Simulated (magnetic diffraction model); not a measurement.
# Lu3Fe2SiGe2 below its ordering temperature

Space group Cmc2_1 (no. 36), a = 4.0890 Å, b = 10.3780 Å, c = 13.6530 Å.

```
site  atom    x       y       z
  4a    Lu    0  0.0780  0.3860
  4a    Lu  1/2  0.4158  0.6099
  4a    Lu  1/2  0.1365  0.7483
  4a    Ge  1/2  0.1119  0.5410
  4a    Ge    0  0.3272  0.7509
  4a    Fe    0  0.2154  0.9157
  4a    Fe  1/2  0.2855  0.0852
  4a    Si    0  0.3817  0.4635
```

This is a made-up structure (elements placed in a structure type, unrelaxed), so the numbers test the method and describe no known phase.

Only Fe is taken to order (form factors of Fe2+); orders and moment sizes are assumed, and not adapted to the symmetry. Radiation: neutrons of λ = 1.909 Å, 8° to 40°; isotropic B of 0.42 Å² (Lu), 0.52 Å² (Ge), 0.45 Å² (Fe) and 0.7 Å² (Si). Simulated constant-wavelength pattern: nuclear and magnetic terms add, the magnetic one as |2.695 fm × Σ f S⊥ exp(2πi Q·r) exp(−B s²)|², summed over all Q at one angle with the factor 1/(sin²θ cos θ). For collinear order S is the moment m, which repeats by lattice and centring translations R with the sign exp(−2πi k·R). Free-ion form factors, Sears's scattering lengths of 1992, no absorption; a label names one of the reflections at its angle. The strongest nuclear line in the range is 100, and lines under 0.2 are left out.

Above the ordering temperature:

```csv
2θ (°),index,I
16.07,(0 0 2),50.4
21.20,(0 2 0),100.0
22.70,(0 2 1),12.9
29.06,(1 1 0),0.7
30.19,(1 1 1),31.9
32.40,(0 2 3),15.7
32.48,(0 0 4),4.8
33.38,(1 1 2),21.2
38.17,(1 1 3),20.7
39.11,(0 2 4),3.2
```

Below it (cell unchanged):

```csv
2θ (°),I
14.41,93.9
16.07,50.4
16.51,23.9
20.82,6.3
21.20,100.0
21.66,19.3
22.34,13.7
22.70,12.9
26.42,2.6
28.29,28.2
29.06,0.7
29.89,6.3
30.19,31.9
30.99,0.2
32.14,32.5
32.40,15.7
32.48,4.8
33.38,21.2
34.12,3.9
35.70,6.8
38.17,20.7
38.83,0.9
38.90,1.4
39.11,3.2
```

**Question.** Check that the new lines index with k = (1/2 1/2 1), then choose among these models:
A. collinear moments along [001], 2.39 μB on Fe; signs + at (0, 0.2154, 0.9157), − at (1/2, 0.2855, 0.0852), − at (1/2, 0.2846, 0.4157), + at (0, 0.2145, 0.5852)
B. collinear moments along [010], 2.39 μB on Fe; signs + at (0, 0.2154, 0.9157), − at (1/2, 0.2855, 0.0852), − at (1/2, 0.2846, 0.4157), + at (0, 0.2145, 0.5852)
C. collinear moments along [001], 2.39 μB on Fe; signs + at (0, 0.2154, 0.9157), + at (1/2, 0.2855, 0.0852), + at (1/2, 0.2846, 0.4157), + at (0, 0.2145, 0.5852)
D. collinear moments along [010], 2.39 μB on Fe; signs + at (0, 0.2154, 0.9157), + at (1/2, 0.2855, 0.0852), + at (1/2, 0.2846, 0.4157), + at (0, 0.2145, 0.5852)

The new lines index as (1/2 1/2 0) at 14.41°, (1/2 1/2 1) at 16.51°, (1/2 -3/2 0) at 20.82° and (1/2 1/2 2) at 21.66°, that is as H ± k with k = (1/2 1/2 1), one of 2 inequivalent arms of its star (k and −k counted as one), which a powder can't tell apart. Half indices mean that the moments reverse under translations with k·R a half-integer, and the magnetic cell has twice the primitive volume.

Magnetic intensity, observed (below minus above) and for each model:

| 2θ (°) | index | observed | A | B | C | D |
| --- | --- | --- | --- | --- | --- | --- |
| 14.41 | (1/2 1/2 0) | 93.9 | 108.5 | 93.9 | 69.6 | 60.2 |
| 16.51 | (1/2 1/2 1) | 23.9 | 20.4 | 23.9 | 31.7 | 37.3 |
| 20.82 | (1/2 -3/2 0) | 6.3 | 15.2 | 6.3 | 63.4 | 26.4 |
| 22.34 | (1/2 -3/2 1) | 13.7 | 24.1 | 13.7 | 5.8 | 3.3 |
| 28.29 | (1/2 1/2 3) | 28.2 | 7.7 | 28.2 | 12.0 | 44.0 |
| 29.89 | (1/2 5/2 0) | 6.3 | 30.8 | 6.3 | 1.8 | 0.4 |
| 32.14 | (1/2 -3/2 3) | 32.5 | 18.4 | 32.5 | 4.4 | 7.8 |
| 38.83 | (1/2 5/2 3) | 0.9 | 1.0 | 0.9 | 18.0 | 15.6 |

Model B matches.

The structure used: k = (1/2 1/2 1), collinear moments along [010], 2.39 μB on Fe; signs + at (0, 0.2154, 0.9157), − at (1/2, 0.2855, 0.0852), − at (1/2, 0.2846, 0.4157), + at (0, 0.2145, 0.5852).

[Logs are printed without paths, hosts, clocks, repeated set-up lines and the standing remarks that a program may print on its own settings, such as how far it seeks lower states.]
